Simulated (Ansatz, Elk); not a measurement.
# How far do independent atoms describe CdCS3?, part 2 of 2

Structure refinements treat a crystal as free atoms side by side. For a made-up structure of CdCS3 (cell and positions from a PBE relaxation) the runs below show what the calculated density changes in F(hkl).

Elk 11.2.3 (patched build); all-electron DFT.

So far: The starting structure; Ground state and structure factors; The highest occupied states alone.

The structure was built from a prototype and need not be the compound's stable phase.

## Step 4: Another try

Level of this step: DFT, PBE, all-electron APW+lo, Dirac cores, scalar-relativistic bands, static density, no spin (Elk).

In this try the input is made faulty on purpose, to show what that does.

The input is changed as shown.

elk.in

```
tasks
  0
  195

xctype
  20

spinpol
  .false.

rgkmax
  7.0

gmaxvr
  14.0

lmaxo
  7

lmaxapw
  8

swidth
  0.002

tshift
  .false.

ramdisk
  .false.

hmaxvr
  5.5

maxscl
  40

epspot
  1e-06

sppath
  './'

scale
  0.52917721

avec
  4.89981425842 2.82890908065 8.50078057994
  -4.89981425842 2.82890908065 8.50078057994
  0.00000000000 -5.65781816259 8.50078057951

atoms
  3
  'Cd.in'
  1
  -0.0000000000 -0.0000000000 -0.0000000000   0.000000 0.000000 0.000000
  'S.in'
  3
  0.0000000000 0.0000000000 0.5000000000   0.000000 0.000000 0.000000
  0.0000000000 0.5000000000 -0.0000000000   0.000000 0.000000 0.000000
  0.5000000000 0.0000000000 -0.0000000000   0.000000 0.000000 0.000000
  'C.in'
  1
  0.5000000000 0.5000000000 0.5000000000   0.000000 0.000000 0.000000

ngridk
  5 5 5
```

Command:

```bash
$ OMP_NUM_THREADS=4 elk
```

Numbers of over 12 decimals in the logs are rounded to 6 here.

What it wrote:

```text
┌─────────────────────────┐
│ Elk code version 11.2.3 │
└─────────────────────────┘

All units are atomic (Hartree, Bohr, etc.)

┌─────────────────────────────────────────────────┐
│ Ground-state run starting from atomic densities │
└─────────────────────────────────────────────────┘

Lattice vectors :
   2.592870039       1.496994215       4.498419350
  -2.592870039       1.496994215       4.498419350
   0.000000000      -2.993988430       4.498419350

Reciprocal lattice vectors :
   1.211627504      0.6995334656      0.4655846731
[...]
total charge                :    102.0000000
 error                       :    2.427104177

┌──────────────────────────────┐
│ Self-consistent loop stopped │
└──────────────────────────────┘

Warning : the lowest level lies among the core levels :   -2.194876651      0.4054985235

Warning : core states of species 1 leak from the muffin-tin :   0.9570327624E-01

Warning : core states of species 2 leak from the muffin-tin :   0.7770950972

Warning : the occupied levels lie far from the species files' linearisation energy :   0.4565192790

Warning : more electrons lie deep than the shells out of the core hold :   14.0000       6.00000

Wrote STATE.OUT
[key lines of the parts left out:]
total energy                :     -6908.8078051277
```

Run time: 16 s. Hardware: 4 threads of Intel Xeon at 2.60GHz (Ice Lake), shared host; peak memory 0.16 GiB.

The run finished. A setting was moved off its sound value on purpose, so it serves as a test and not as the result.

The fault put into the input: lattice vectors in angstrom read as bohr.

Its structure factors differ from the first run's by R = 29.1 %.

## Step 5: Another functional

The difference from free atoms is small, so it is set against the change that PBEsol makes.

elk.in, as its differences from that of step 4:

```diff
@@ -5,3 +5,3 @@
 xctype
-  20
+  22
 
@@ -35,3 +35,3 @@
 maxscl
-  40
+  120
 
@@ -42,5 +42,2 @@
   './'
-
-scale
-  0.52917721
```

Command:

```bash
$ OMP_NUM_THREADS=4 elk
```

What it wrote:

```text
┌─────────────────────────┐
│ Elk code version 11.2.3 │
└─────────────────────────┘

All units are atomic (Hartree, Bohr, etc.)

┌─────────────────────────────────────────────────┐
│ Ground-state run starting from atomic densities │
└─────────────────────────────────────────────────┘

Lattice vectors :
   4.899814258       2.828909081       8.500780580
  -4.899814258       2.828909081       8.500780580
   0.000000000      -5.657818163       8.500780580

Reciprocal lattice vectors :
  0.6411656622      0.3701771676      0.2463767983
[...]
muffin-tins (core leakage)
  species : 1 (Cd)
[...]
species : 2 (S)
[...]
atom 3                    :    14.33697381     (  0.6861753316E-04)
  species : 3 (C)
   atom 1                    :    4.628699935     (  0.3372697513E-05)
 total in muffin-tins        :    94.22811096
 total calculated charge     :    101.9999707
 total charge                :    102.0000000
 error                       :   0.2928642685E-04

┌──────────────────────────────┐
│ Self-consistent loop stopped │
└──────────────────────────────┘

Warning : core states of species 1 leak from the muffin-tin :   0.2458366882E-03

Wrote STATE.OUT
[key lines of the parts left out:]
total energy                :     -6826.7930424888
```

It took 21 s on 4 threads; peak memory 0.21 GiB.

Against the first run R = 0.03 %; the largest change is -0.069 at 202.

## Step 6: A coarser k-mesh

About half the k-points along each axis test the sampling.

elk.in, as its differences from that of step 5:

```diff
@@ -5,3 +5,3 @@
 xctype
-  22
+  20
 
@@ -63,2 +63,2 @@
 ngridk
-  5 5 5
+  2 2 2
```

Command:

```bash
$ OMP_NUM_THREADS=4 elk
```

What it wrote:

```text
┌─────────────────────────┐
│ Elk code version 11.2.3 │
└─────────────────────────┘

All units are atomic (Hartree, Bohr, etc.)

┌─────────────────────────────────────────────────┐
│ Ground-state run starting from atomic densities │
└─────────────────────────────────────────────────┘

Lattice vectors :
   4.899814258       2.828909081       8.500780580
  -4.899814258       2.828909081       8.500780580
   0.000000000      -5.657818163       8.500780580

Reciprocal lattice vectors :
  0.6411656622      0.3701771676      0.2463767983
[...]
muffin-tins (core leakage)
  species : 1 (Cd)
[...]
species : 2 (S)
[...]
atom 3                    :    14.39402006     (  0.6843324405E-04)
  species : 3 (C)
   atom 1                    :    4.582560051     (  0.3213937988E-05)
 total in muffin-tins        :    94.33396397
 total calculated charge     :    101.9998777
 total charge                :    102.0000000
 error                       :   0.1223210808E-03

┌──────────────────────────────┐
│ Self-consistent loop stopped │
└──────────────────────────────┘

Warning : core states of species 1 leak from the muffin-tin :   0.2428259233E-03

Wrote STATE.OUT
[key lines of the parts left out:]
total energy                :     -6831.4311736495
```

The job ended after 15 s (4 threads; peak memory 0.2 GiB; 24 s of CPU time).

Against the first run R = 0.07 %; the largest change is +0.229 at 006.

## Step 7: Settings against the effect

```csv
run,R against the first run (%),"R against neutral atoms, low angle (%)",wall time
"PBE, rgkmax 7",0.00,0.29,20 s
PBEsol,0.03,0.28,21 s
k-mesh 2×2×2,0.07,0.27,15 s
```

## Step 8: Summary of results

```json
{"R against neutral atoms, sin θ/λ < 0.3 Å⁻¹": "0.29 %", "R against neutral atoms, 0.3 to 0.73 Å⁻¹": "0.18 %"}
```

What this shows: Independent neutral atoms miss the calculated amplitudes by R = 0.29 % below 0.3 Å⁻¹ and 0.18 % from there to 0.73 Å⁻¹; by shells, 0.34 % below 0.15 Å⁻¹ (3 forms), 0.28 % 0.15 to 0.3 (12 forms), 0.24 % 0.3 to 0.45 (27 forms), 0.16 % above 0.45 (107 forms). Bonding, aspherical density and the tables' own atoms all enter these figures, and the runs don't part them. The largest change of an amplitude is -0.62 electrons, at 006. The window's part falls from 32.5 electrons at the origin to at most 0.98 between 0.45 and 0.73 Å⁻¹, where compact states inside the window still scatter. Below 0.3 Å⁻¹ the changes that finished (PBEsol and k-mesh 2×2×2) move F by R = 0.15 % at most, against the 0.29 % that separates it from free atoms, so the difference from free atoms is only partly resolved. A single amplitude moves by up to 0.23 electrons, against 0.62 for the largest difference from free atoms. The basis has no finished test. Part of the difference isn't bonding: the tables are fits to free atoms and ions calculated by other methods than this functional. Thermal motion, anomalous dispersion and extinction are left out.

[Logs are printed without paths, hosts, clocks, repeated set-up lines and the standing remarks that a program may print on its own settings, such as how far it seeks lower states.]

[Hosts, paths, dates, database ids (printed as entryN), source tags and the programs' standing remarks are cut or masked in the printed files.]
